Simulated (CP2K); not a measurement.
Two runs for the O K edge of dimethyl sulfoxide monohydrate. Run A: CP2K XAS_TDP, all-electron GAPW, PBEh(45%), aug-cc-pVDZ, TDA, no relativity. Run B differs in one setting.

First lines with a strength over 0.0015. A:

| atom | energy (eV) | states | strength, one atom |
| --- | --- | --- | --- |
| O4 (bonded to S, takes 1 H bond) | 528.74 | 1 | 0.0362 |
|  | 529.88 | 1 | 0.0145 |
|  | 530.73 | 1 | 0.0017 |
|  | 531.02 | 1 | 0.0087 |
|  | 532.12 | 1 | 0.0015 |
| O5 (bonded to 2 H, gives 1 H bond) | 529.47 | 1 | 0.0129 |
|  | 530.69 | 1 | 0.0029 |
|  | 531.11 | 1 | 0.0060 |
|  | 531.45 | 1 | 0.0055 |
|  | 531.79 | 1 | 0.0044 |

B:

```
                              atom  energy (eV)  states  strength, one atom
  O4 (bonded to S, takes 1 H bond)       532.88       1              0.0359
                                         534.03       1              0.0144
                                         534.87       1              0.0017
                                         535.17       1              0.0087
                                         536.27       1              0.0015
O5 (bonded to 2 H, gives 1 H bond)       535.29       1              0.0128
                                         536.51       1              0.0028
                                         536.93       1              0.0059
                                         537.27       1              0.0054
                                         537.62       1              0.0043
```

Question: Which was it: scalar relativity switched on, the basis, the functional, GW2X switched on?

GW2X switched on. GW2X shifts an atom's lines together and keeps their spacings. Against PBEh(45%) in aug-cc-pVDZ, the leading lines move by +4.14 eV (O4, to 532.88) and +5.82 eV (O5, to 535.29).

[Banner, clock and machine lines of the logs are left out without a mark of their own.]

[Logs are printed without paths, hosts, clocks, repeated set-up lines and the standing remarks that a program may print on its own settings, such as how far it seeks lower states.]

[Hosts, paths, dates, database ids (printed as entryN), source tags and the programs' standing remarks are cut or masked in the printed files.]
